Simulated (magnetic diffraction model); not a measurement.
# Which magnetic order? Li2MnCl5

Space group Pnma (no. 62), a = 8.0840 Å, b = 10.4610 Å, c = 9.6140 Å.

| site | atom | x | y | z |
| --- | --- | --- | --- | --- |
| 4c | Mn | 0.7650 | 3/4 | 0.6151 |
| 4c | Cl | 0.9719 | 1/4 | 0.9367 |
| 4c | Cl | 0.9224 | 3/4 | 0.4003 |
| 4c | Cl | 0.9252 | 1/4 | 0.2912 |
| 8d | Cl | 0.7793 | 0.5200 | 0.6497 |
| 8d | Li | 0.9780 | 0.9202 | 0.2349 |

This is a made-up structure (elements placed in a structure type, unrelaxed), so the numbers test the method and describe no known phase.

Only Mn is taken to order (form factors of Mn3+); orders and moment sizes are assumed, and not adapted to the symmetry. Radiation: neutrons of λ = 1.8 Å, 8° to 30°; isotropic B of 0.5 Å² (Mn), 0.49 Å² (Cl) and 0.79 Å² (Li). The intensities are simulated: I ∝ L Σ (|F_N|² + |F_M⊥|²) for unpolarised neutrons, with F_M = 2.695 fm/μB × Σ f(s) S exp(2πi Q·r) exp(−B s²) at Q = H ± k (one set where k and −k are equivalent), only the part normal to Q counting and L = 1/(sin²θ cos θ). For collinear order S is the moment m, which repeats by lattice and centring translations R with the sign exp(−2πi k·R). Form factors are spin-only for 3d ions and dipole or tabulated for f ions, scattering lengths are Sears's of 1992, and absorption is left out. A label names one of the reflections at its angle. The strongest nuclear line in the range is 100, and lines under 0.2 are left out.

Above the ordering temperature:

```
2θ (°)    index      I
 14.61  (0 1 1)    7.5
 16.73  (1 0 1)   24.4
 19.46  (1 1 1)   42.1
 19.82  (0 2 0)  100.0
 21.58  (0 0 2)    1.7
 25.16  (1 0 2)   74.3
 25.73  (2 0 0)    3.9
 26.04  (1 2 1)   14.4
 27.09  (1 1 2)   21.2
 27.62  (2 1 0)   17.3
 27.95  (2 0 1)   31.4
 29.46  (0 2 2)   26.9
 29.71  (2 1 1)    3.5
```

Below it (cell unchanged):

```csv
2θ (°),I
11.83,127.5
13.71,121.7
14.61,7.5
16.73,24.4
17.45,68.3
18.35,32.5
19.46,42.1
19.63,33.0
19.82,100.0
21.58,1.7
22.15,60.5
22.43,36.2
25.16,74.3
25.66,1.2
25.73,3.9
26.04,14.4
26.29,32.9
27.09,21.2
27.13,10.3
27.62,17.3
27.95,31.4
28.03,17.8
28.40,23.8
29.33,0.7
29.46,26.9
29.71,3.5
```

**Question.** Find the propagation vector, then choose among these models:
A. collinear moments along [110], 3.11 μB on Mn; signs + at (0.7650, 3/4, 0.6151), + at (0.7350, 1/4, 0.1151), − at (0.2650, 3/4, 0.8849), − at (0.2350, 1/4, 0.3849)
B. collinear moments along [110], 3.11 μB on Mn; signs + at (0.7650, 3/4, 0.6151), − at (0.7350, 1/4, 0.1151), + at (0.2650, 3/4, 0.8849), + at (0.2350, 1/4, 0.3849)
C. collinear moments along [101], 3.11 μB on Mn; signs + at (0.7650, 3/4, 0.6151), + at (0.7350, 1/4, 0.1151), − at (0.2650, 3/4, 0.8849), − at (0.2350, 1/4, 0.3849)
D. collinear moments along [101], 3.11 μB on Mn; signs + at (0.7650, 3/4, 0.6151), − at (0.7350, 1/4, 0.1151), + at (0.2650, 3/4, 0.8849), + at (0.2350, 1/4, 0.3849)

The new lines index as (0 1/2 1) at 11.83°, (1 1/2 0) at 13.71°, (1 1/2 1) at 17.45° and (0 3/2 1) at 18.35°, that is as H ± k with k = (0 1/2 0). Half indices mean that the moments reverse under translations with k·R a half-integer, and the magnetic cell has twice the primitive volume.

Magnetic intensity, observed (below minus above) and for each model:

| 2θ (°) | index | observed | A | B | C | D |
| --- | --- | --- | --- | --- | --- | --- |
| 11.83 | (0 1/2 -1) | 127.5 | 127.5 | 113.4 | 73.9 | 65.8 |
| 13.71 | (1 1/2 0) | 121.7 | 121.7 | 55.2 | 119.0 | 59.5 |
| 14.83 | (0 3/2 0) | <0.2 | <0.2 | 14.7 | <0.2 | 39.2 |
| 17.45 | (1 1/2 1) | 68.3 | 68.3 | 82.1 | 53.2 | 60.8 |
| 19.63 | (1 3/2 0) | 33.0 | 33.0 | 20.2 | 69.3 | 34.6 |
| 22.15 | (0 1/2 2) | 60.5 | 60.5 | 30.7 | 27.7 | 14.1 |
| 25.66 | (1 1/2 2) | 1.2 | 1.2 | 39.2 | 0.7 | 21.3 |
| 28.03 | (1 5/2 0) | 17.8 | 17.8 | 7.6 | 32.4 | 16.2 |

Model A matches.

The absence at (0 3/2 0) is telling: the sublattices cancel there.

The structure used: k = (0 1/2 0), collinear moments along [110], 3.11 μB on Mn; signs + at (0.7650, 3/4, 0.6151), + at (0.7350, 1/4, 0.1151), − at (0.2650, 3/4, 0.8849), − at (0.2350, 1/4, 0.3849).

[Logs are printed without paths, hosts, clocks, repeated set-up lines and the standing remarks that a program may print on its own settings, such as how far it seeks lower states.]
